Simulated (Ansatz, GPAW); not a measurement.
# Work function of a 5-layer slab of Ag(100) at several levels, part 4 of 4

Aim: the work function of both faces of a 5-layer slab of Ag(100), and its spread over functionals and bases.

GPAW 26.7.0 and Ansatz 0.2.0; GPAW, PAW setups; slab in vacuum (the session's first sound run).

So far, upper work function (eV): step 2 (relaxing the atoms, PBE, GPAW) 4.28; step 5 (self-consistent run: xc = "LDA") 4.70; step 6 (self-consistent run: xc = "RPBE") 4.07; step 7 (real-space grid: mode = "fd", PBE, GPAW) 4.27; step 8 (atomic orbitals: mode = "lcao", PBE, GPAW) 4.24.

### Step 10. A second plane-wave code

A second program with its own datasets checks the number independently.

This step: Ansatz plane waves; slab in vacuum with a dipole correction; PAW set soft_1 (Ansatz 0.2.0).

Input file input.yaml:

```yaml
crystal:
  lattice:
    - [2.8920667351, 0.0, 0.0]
    - [0.0, 2.8920667351, 0.0]
    - [0.0, 0.0, 26.18]
  atoms:
    - { symbol: Ag, position: [0.0, 0.0, 0.3437738732] }
    - { symbol: Ag, position: [0.4999988356, 0.4999988356, 0.4218869366] }
    - { symbol: Ag, position: [0.0, 0.0, 0.5028847416] }
    - { symbol: Ag, position: [0.4999988356, 0.4999988356, 0.5839310715] }
    - { symbol: Ag, position: [0.0, 0.0, 0.663590289] }
kpoints:
  mp_grid: { grid: [11, 11, 1] }
hamiltonian:
  xc: pbe
  pseudopotentials: { kind: paw, azcp: { folder: soft_1 } }
scf:
  occupations: { method: fermi_dirac, width: 0.1 }
efield:
  axis: 3
  dipole_correction: true
  ramp_width: 0.05
output:
  forces: true
  write_potential: true
  write_density: true
  volumetric_format: npy
  elf: true
```

Launch:

```console
$ ansatz run input.yaml --threads 4 --pin off --max-ram 8192MiB --backend cpu --events-out ev --progress --plain --runs-dir out
```

Numbers of over 12 decimals in the logs are rounded to 6 here.

The log of the run:

```text
Warning: the atoms were moved onto the symmetric positions of the space group found under crystal.symmetry.tolerance 1.0e-5 (fractional; no operation is sought that the atoms, as they stand in a round, miss by more than twice it, and no atom is moved by as much as it), and the run uses the moved positions. Before a round's move an operation carried an atom to 5.71e-6 Å from where it should land, the largest such dist [...]
Engine: ansatz 0.2.0, aarch64-unknown-linux-gnu
Pseudopotentials: kind: paw
Pseudopotential: Ag, paw, valence charge 19, recommended cutoff 420 eV (normal), soft_1/Ag.paw.azcp
Functional definition: PBE
  parameter kappa = 0.804
  parameter beta = 0.066725
  exchange = pbe_x(kappa = kappa, mu = beta*pi^2/3)
  correlation = pbe_c(beta = beta)
Crystal: 5 atoms, lattice volume = 218.971 Å³
Basis set: ecut = 420 eV, 4243 PW (Γ), exchange–correlation on 40×40×360 points (8 copies of the dense FFT grid, shifted against one another)
Bands: 57, of which v1, the nominal top of the filled ones, is band 48 counted from 1 (47 counted from 0)
Symmetry: 8 space group operations
Space group: P4mm (ITA 99), of the structure as read, at distance tolerance 6.0e-5 Å
k-points: 21 of 121
Non-local potential: Ag, projectors of the file, l = 0: 3, l = 1: 2, l = 2: 2, l = 3: 1
PAW form: soft (Blöchl's): semilocal exchange-correlation on the pseudo side does not see the compensation charge
PAW one-centre angular grid: Ag, 590 points (default); XC on 64 Gauss nodes
Initial density: superposition of atomic densities (neutral atoms: chi_scale 0, normalization atom)
Initial wavefunctions: pseudopotential atomic-orbital guess
Functional: x = pbe(κ = 0.804, μ = 0.219515), c = pbe(β = 0.066725)
SCF iter   1: F=—  HF=-37953.263335 eV  |F-HF|=—  |Δ(HF+E_count)|=         —  Δρ=3.86e-2  dr2=3.86e0  ethr=3.10e-3  p=0.000 e·Å  D=1.25e-6 V/Å  ΔV_dip=-0.00 eV  dr2_dipole=1.09e-4  V_vac-E_F(+/−)=4.59/4.59 eV  ⟨swp⟩=8.0  Hψ=4957  notcnv=0  defer=9
efield: sawtooth ramp at fractional position 0.9787 (placed from the atoms, in the widest stretch of the axis that holds none; the zero of the levels goes with the place), width 0.0500; the density the first Hamiltonian is built on has a dipole p = 0.000 e·Å; the dipole correction subtracts the counter field D = 1.25e-6 V/Å, which shifts the + side's vacuum level by -0.00 eV against the − side's; the planar-averaged density in the ramp window peaks in size at 5.7e-6 e/Å³
preconditioner: auto → LDOS  [metal: Δε(μ)=0.108 eV  Ē_g=8.706 eV  σ=0.100 eV  W_gap=0.26  n_scr=46 (ndim 8)  ℏωp=18.6 eV  f_vac=0.560  D(μ)=1.68/eV (n_scr^D=8)  β→1.0]
SCF iter   2: F=—  HF=-37953.816986 eV  |F-HF|=—  |Δ(HF+E_count)|=   5.54e-1  Δρ=5.33e-2  dr2=5.22e0  ethr=3.10e-3  p=-0.001 e·Å  D=-6.84e-4 V/Å  ΔV_dip=0.02 eV  dr2_dipole=1.89e-5  V_vac-E_F(+/−)=4.26/4.24 eV  ⟨swp⟩=2.9  Hψ=2851  notcnv=0  defer=50
SCF iter   3: F=—  HF=-37952.246863 eV  |F-HF|=—  |Δ(HF+E_count)|=    1.57e0  Δρ=6.52e-3  dr2=5.78e-2  ethr=3.10e-3  p=-0.000 e·Å  D=-2.08e-4 V/Å  ΔV_dip=0.01 eV  dr2_dipole=2.35e-5  V_vac-E_F(+/−)=4.37/4.36 eV  ⟨swp⟩=2.6  Hψ=2339  notcnv=0  defer=47
SCF iter   4: F=—  HF=-37952.241203 eV  |F-HF|=—  |Δ(HF+E_count)|=   5.66e-3  Δρ=7.33e-4  dr2=8.73e-4  ethr=6.08e-5  p=-0.001 e·Å  D=-4.86e-4 V/Å  ΔV_dip=0.01 eV  dr2_dipole=6.01e-9  V_vac-E_F(+/−)=4.30/4.29 eV  ⟨swp⟩=2.0  Hψ=2430  notcnv=0  defer=52
SCF iter   5: F=—  HF=-37952.241787 eV  |F-HF|=—  |Δ(HF+E_count)|=   5.85e-4  Δρ=6.06e-4  dr2=7.48e-4  ethr=9.19e-7  p=-0.000 e·Å  D=-3.21e-4 V/Å  ΔV_dip=0.01 eV  dr2_dipole=1.07e-6  V_vac-E_F(+/−)=4.27/4.26 eV  ⟨swp⟩=3.0  Hψ=2490  notcnv=0  defer=52
SCF iter   6: F=—  HF=-37952.241609 eV  |F-HF|=—  |Δ(HF+E_count)|=   1.79e-4  Δρ=6.96e-5  dr2=1.57e-5  ethr=7.87e-7  p=-0.001 e·Å  D=-4.36e-4 V/Å  ΔV_dip=0.01 eV  dr2_dipole=5.20e-14  V_vac-E_F(+/−)=4.27/4.26 eV  ⟨swp⟩=2.0  Hψ=2164  notcnv=0  defer=52
SCF iter   7: F=—  HF=-37952.241523 eV  |F-HF|=—  |Δ(HF+E_count)|=   8.50e-5  Δρ=2.55e-5  dr2=1.56e-6  ethr=1.65e-8  p=-0.001 e·Å  D=-4.35e-4 V/Å  ΔV_dip=0.01 eV  dr2_dipole=2.24e-9  V_vac-E_F(+/−)=4.27/4.25 eV  ⟨swp⟩=2.1  Hψ=1854  notcnv=0  defer=52
SCF iter   8: F=—  HF=-37952.241524 eV  |F-HF|=—  |Δ(HF+E_count)|=   5.75e-7  Δρ=8.56e-6  dr2=1.64e-7  ethr=1.64e-9  p=-0.001 e·Å  D=-4.38e-4 V/Å  ΔV_dip=0.01 eV  dr2_dipole=4.07e-11  V_vac-E_F(+/−)=4.26/4.25 eV  ⟨swp⟩=2.0  Hψ=1767  notcnv=0  defer=52
SCF iter   9: F=-37952.241524 eV  HF=-37952.241524 eV  |F-HF|=5.14e-9  |Δ(HF+E_count)|=   6.58e-8  Δρ=3.08e-6  dr2=2.25e-8  ethr=1.05e-10  p=-0.001 e·Å  D=-4.35e-4 V/Å  ΔV_dip=0.01 eV  dr2_dipole=1.61e-11  V_vac-E_F(+/−)=4.26/4.25 eV  ⟨swp⟩=18.2  Hψ=9452  notcnv=0
SCF 1 converged in 9 iterations: F = -37952.241524 eV  dr2 = 2.25e-8
  greatest PAW one-centre occupation: 1.001 electrons in one spin orbital (limit 2), on the Ag atom at site 2 (counted from 0), in its partial waves of l = 0
WARN: The output density's exchange-correlation potential varies sharply where the density is thin. Do not read a vacuum level from v_tot or v_xc, or from such a field of the output density. On a cell that repeats whose density bears no net charge and no dipole along the vacuum's axis use v_es (v_loc + v_h of the components); under efield.dipole_correction with no amplitude use v_es + v_field, which holds any externa [...]
SCF converged after 9 iterations
Free energy (F): -37952.241524 eV
Harris-Foulkes:  -37952.241524 eV  (|F-HF|=5.14e-9)
Internal energy: -37952.192830 eV  (E = F + TS)
E sigma→0 (E₀):  -37952.217177 eV
Entropy (-TS):   -0.048694 eV (-9.739 meV/atom)
Fermi energy:    4.127142 eV
Dipole field:    D = -0.000440 V/Å  (p = -0.000532 e·Å, saw-weighted, corrected)
Work function:   Φ+ = 4.2649 eV   Φ− = 4.2534 eV
Levels:          The Fermi level and band energies are counted from a zero that moves with the ramp; work functions are not
--- Per-component energies (eV) ---
  E_band       = -2409.682188
  E_kinetic    = 2337.909583
  E_local      = -166610.753367  (includes V_loc(G=0)·N_el)
  E_nonlocal   = 159.542560
  E_hartree    = 82605.604094
  E_xc         = -793.044293
  E_vxc        = -1003.402072  (∫ρ·V_xc dr)
  E_paw        = -19778.979272  (= ΣΔE_a)
  E_vpaw       = -2504.209759  (= ΣTr[D̂ρ^β])
  E_aug_tail   = 0.001904  (compensation charges beyond the density's cutoff)
  E_efield     = 0.000000  (sawtooth field / dipole correction)
  E_vefield    = -0.000513  (∫n·V_field dr)
  E_ewald      = 64127.525963
  E_smearing   = -0.048694  (= −TS)
  E_closure    = -0.000000  (closes the sum)
  Σ components = -37952.241524   (vs F -37952.241524, Δ=0.00e0)
--- Forces (eV/Å), atoms counted from 1 ---
  atom   1  Ag     0.00000000     0.00000000    -0.09139933
  atom   2  Ag    -0.00000000     0.00000000     0.08443094
  atom   3  Ag    -0.00000000     0.00000000     0.01090166
  atom   4  Ag     0.00000000     0.00000000     0.02226794
  atom   5  Ag     0.00000000     0.00000000    -0.02623146
  max |Σ_I F_I| component: 3.02e-5 eV/Å
--- Band table (eV; the first three rows and the last of 21) ---
  k-point 0: bands = [... 44 lower, 1.1595, 1.1996, 1.2878, 1.2878, 2.1674, 4.2457, 5.3914, 8.1574, ... 5 higher]
  k-point 1: bands = [... 44 lower, 1.1017, 1.1038, 1.1514, 1.3025, 2.4918, 4.5044, 5.7316, 8.3026, ... 5 higher]
  k-point 2: bands = [... 44 lower, 1.0127, 1.1972, 1.2740, 1.4637, 3.1424, 5.1673, 6.5943, 8.7362, ... 5 higher]
  k-point 20: bands = [... 44 lower, 1.6030, 5.8721, 6.6764, 7.1335, 8.0171, 8.7821, 9.8771, 10.3794, ... 5 higher]
```

Wall time 6.9 s (4 threads of Arm Neoverse V2, shared host); peak memory 0.64 GiB.

In the SCF lines HF is the Harris–Foulkes energy and dr2 the Hartree energy of the density residual, in eV; the loop may stop once dr2 is under the threshold and the program's other checks hold. Hψ counts applications of the Hamiltonian.

Numbers from this step:

- free energy: -37952.2415 eV
- smearing term TS: 0.04869 eV
- symmetry operations: 8
- upper work function: 4.265 eV
- lower work function: 4.253 eV
- dipole along the normal: -5.32e-4 e·Å
- dipole field: -4.40e-4 V/Å
- vacuum level above: 8.392 eV
- vacuum level below: 8.381 eV

The electrostatic potential energy of an electron (with the applied field's), less the Fermi level, planar mean oscillates, so the rows of the table below give means over windows of 2.04 Å about each position, cut where the curve ends. Its maxima inside the range that stand out by 2 % of the span (Å: eV): 10.0: -0.935, 12.1: -0.345, 14.3: -0.309, 16.3: -0.625. Its minima: 9.0: -8.11, 10.9: -8.31, 13.2: -8.22, 15.4: -8.29, 17.5: -8.09.

Electrostatic potential energy of an electron (with the applied field's), less the Fermi level, planar mean against z; means over each step:

```
z (Å)  electrostatic potential energy of an electron (with the applied field's), less the Fermi level, planar mean (eV)
 1.02                                                                                                              4.25
 3.06                                                                                                              4.25
 5.10                                                                                                              4.25
 7.14                                                                                                              3.35
 9.18                                                                                                             -5.38
11.22                                                                                                             -5.50
13.26                                                                                                             -5.43
15.30                                                                                                             -5.51
17.34                                                                                                             -5.19
19.38                                                                                                              3.67
21.42                                                                                                              4.26
23.46                                                                                                              4.26
25.50                                                                                                              4.26
```

The valence density, planar mean oscillates, so the rows of the table below give means over windows of 2.04 Å about each position, cut where the curve ends. Its maxima inside the range that stand out by 2 % of the span (Å: e/Å³): 9.0: 2.31, 11.1: 2.31, 13.2: 2.27, 15.3: 2.31, 17.3: 2.28. Its minima: 10.0: 0.264, 12.1: 0.237, 14.3: 0.236, 16.3: 0.249.

Valence density, planar mean against z; means over each step:

z (Å), valence density, planar mean (e/Å³) and a bar:
```
     5.10       0.00 
     7.14       0.04 #
     9.18       1.10 ##############################
    11.22       1.10 ##############################
    13.26       1.10 ##############################
    15.30       1.11 ##############################
    17.34       1.09 ##############################
    19.38       0.02 #
    21.42       0.00
```

Force by atom:

```
atom  x (eV/Å)  y (eV/Å)  z (eV/Å)    size
 Ag1    0.0000    0.0000   -0.0914  0.0914
 Ag2    0.0000    0.0000    0.0844  0.0844
 Ag3    0.0000    0.0000    0.0109  0.0109
 Ag4    0.0000    0.0000    0.0223  0.0223
 Ag5    0.0000    0.0000   -0.0262  0.0262
```

ELF in the ca plane at fractional y = 0.000, with atoms of Ag within 0.2 Å of it. It is the smooth field of the valence electrons, not physical close to the nuclei.

Ten even steps from '0' (0.00) to '9' (0.80), each cell a mean:
```
00112468853211122578642211123578642110000000
00012345542211222355532221122455432100000000
00011223322221222223222221222233221100000000
00011122222222222222222221222222211100000000
00011222222222222222222221222222221100000000
00011234432221222244422221222344321100000000
00012356653211122467642211123566532100000000
00112469964211122579752211124699642110000000
```
Columns run along c (16.0 Å, from fractional 0.24 to 0.85 of the cell), rows up along a (2.9 Å). Atoms in or near the plane, at fractional coordinates: Ag at (0.34, 0.00), Ag at (0.50, 0.00), Ag at (0.66, 0.00).

Valence density in the ca plane at fractional y = 0.000, with atoms of Ag within 0.2 Å of it. It is the smooth field of the valence electrons, not physical close to the nuclei.

Values in e/Å³, 5 rows by 16 columns, each cell a mean:
```
 0  0  7  5  0  0  5  7  0  0  3  9  0  0  0  0
 0  0  1  1  0  0  1  1  0  0  0  1  0  0  0  0
 0  0  0  0  0  0  0  0  0  0  0  0  0  0  0  0
 0  0  2  1  0  0  1  2  0  0  1  2  0  0  0  0
 0  0 10  7  0  0  7 10  0  0  4 13  0  0  0  0
```
Columns run along c (16.0 Å, from fractional 0.24 to 0.85 of the cell), rows up along a (2.9 Å). Atoms in or near the plane, at fractional coordinates: Ag at (0.34, 0.00), Ag at (0.50, 0.00), Ag at (0.66, 0.00).

Electrostatic potential energy in the ca plane at fractional y = 0.000, with atoms of Ag within 0.2 Å of it. With pseudopotentials it is smooth inside the atoms' cores, unlike the true potential.

Ten even steps from '0' (-23 eV) to '9' (8 eV), each cell a mean:
```
99998403304899997113017999984023048999999999
99999720027999998400048999997200279999999999
99999875578999999865689999998755789999999999
99999988889988899988899988899888899999999999
99999987789998899877889988999877899999999999
99999842248999998631368999998422489999999999
99998500005899997201028999985000058999999999
99998305503899996027207999983056038999999999
```
Columns run along c (16.0 Å, from fractional 0.24 to 0.85 of the cell; values clipped at the 3rd and 97th percentile), rows up along a (2.9 Å). Atoms in or near the plane, at fractional coordinates: Ag at (0.34, 0.00), Ag at (0.50, 0.00), Ag at (0.66, 0.00).

The upper face's work function is 4.265 eV, against 4.276 eV in the first plane-wave PBE run at this geometry.

### Step 11. Side by side

Results and costs are gathered.

This step: comparison of work functions, dipole and cost; PAW set soft_1 (GPAW 26.7.0).

Ladder, by row:

```
  step    code  work function, upper (eV)  work function, lower (eV)  dipole (e Å)  wall time (s)  peak memory (GiB)  threads
    pw    GPAW                      4.276                      4.264      -4.88e-4          144.8               0.27        1
revPBE    GPAW                      4.099                      4.087      -4.71e-4          148.8               0.27        1
   LDA    GPAW                      4.699                      4.686      -5.01e-4          182.5               0.28        1
  RPBE    GPAW                      4.073                      4.061      -4.49e-4          153.3               0.27        1
    fd    GPAW                      4.272                      4.261      -5.22e-4          887.8               1.35        1
  lcao    GPAW                      4.239                      4.228      -4.79e-4           1145               0.42        1
ansatz  Ansatz                      4.265                      4.253      -5.32e-4           6.89              0.636        4
```

### Step 12. A changed run

One more run, with changed settings.

This step: GPAW, PAW setups; slab in vacuum (GPAW 26.7.0).

Input file run.py:

```python
import json
import numpy as np
from ase import Atoms
from gpaw import GPAW, PW

slab = Atoms(
    ['Ag', 'Ag', 'Ag', 'Ag', 'Ag'],
    positions=[
        [0.00000, 0.00000, 9.00000],
        [1.44603, 1.44603, 11.04500],
        [0.00000, -0.00000, 13.16552],
        [1.44603, 1.44603, 15.28732],
        [-0.00000, -0.00000, 17.37279]],
    cell=[[2.89207, 0.0, 0.0], [0.0, 2.89207, 0.0], [0.0, 0.0, 26.18]],
    pbc=[True, True, False])

slab.calc = GPAW(mode=PW(400), xc='PBE', kpts={'size': (11, 11, 1), 'gamma': True},
                 occupations={'name': 'fermi-dirac', 'width': 0.1}, nbands='160%',
                 convergence={'density': 1e-05}, maxiter=3,
                 poissonsolver={'dipolelayer': 'xy'},
                 symmetry={'tolerance': 1e-3}, txt='slab.txt')
result = {}
energy = slab.get_potential_energy()
fermi = slab.calc.get_fermi_level()
v = slab.calc.get_electrostatic_potential().mean((0, 1)) - fermi
n = slab.calc.get_pseudo_density().mean((0, 1))
L = slab.cell[2, 2]
z = np.arange(len(v)) * L / len(v)
low, high = slab.positions[:, 2].min(), slab.positions[:, 2].max()
below, above = np.interp([low - 6.8, high + 6.8], z, v)
slopes = [np.interp(x, z, np.gradient(v, z)) for x in (low - 6.8, high + 6.8)]
eps = np.array([[slab.calc.get_eigenvalues(k, s) for k in range(len(slab.calc.get_ibz_k_points()))]
                for s in range(slab.calc.get_number_of_spins())]) - fermi
top, bottom = eps[eps < 0].max(), eps[eps > 0].min()
dipole = slab.get_dipole_moment()[2]
print(f'energy {energy:.4f} eV, Fermi level {fermi:.4f} eV, dipole {dipole:.5f} e A')
print(f'potential 6.8 A off the faces, from the Fermi level: lower {below:.4f} eV, upper {above:.4f} eV')
print(f'slope of the potential there: lower {slopes[0]:.5f}, upper {slopes[1]:.5f} eV/A')
print(f'nearest levels on the mesh: {top:.4f} and {bottom:.4f} eV')
print('magnetic moment', round(slab.get_magnetic_moment(), 3))
result.update(energy=energy, fermi=fermi, dipole=dipole, below=below, above=above, slopes=slopes, edges=[top, bottom],
              z=z.tolist(), v=v.tolist(), n=n.tolist(), positions=slab.positions.tolist(),
              forces=slab.get_forces(apply_constraint=False).tolist(), moments=slab.get_magnetic_moments().tolist())
json.dump(result, open('result.json', 'w'))
```

Launch:

```console
$ OMP_NUM_THREADS=1 OPENBLAS_NUM_THREADS=1 python run.py
```

The log of the run:

```text
gpaw.KohnShamConvergenceError
```

It took 28 s on 1 thread; peak memory 0.27 GiB.

The run stopped without converging, so none of its numbers is a property of the system.

The fault put into the input: too few SCF iterations (maxiter = 3).

### Step 13. Results

```
work function, upper and lower face : 4.276 and 4.264 eV
dipole along the normal             : -4.9e-4 e Å
```

In words: With plane waves and PBE the work function is 4.28 eV on the upper face and 4.26 eV on the lower. The measured value for this face is 4.36 eV (as compiled in "Anisotropic work function of elemental crystals", 2019, arxiv:1902.07811); the relaxed upper face lies 0.084 eV under it with PBE, and PBE comes nearest (4.28 eV). Measured work functions scatter by a tenth of an eV or more between methods. Over the sound runs of the table the upper face's work function spans 4.073 (RPBE) to 4.699 eV (LDA). The two plane-wave codes differ by 0.011 eV on the upper face. The small printed dipole stands for a step of 11 meV from the lower to the upper face, and the probes find 13 meV; values this small are near the numerical noise of both. The in-plane lattice was kept as typed, which isn't the functional's own and leaves some strain; spin-orbit coupling and temperature are left out.

[Logs are printed without paths, hosts, clocks, repeated set-up lines and the standing remarks that a program may print on its own settings, such as how far it seeks lower states.]

[Hosts, paths, dates, database ids (printed as entryN), source tags and the programs' standing remarks are cut or masked in the printed files.]
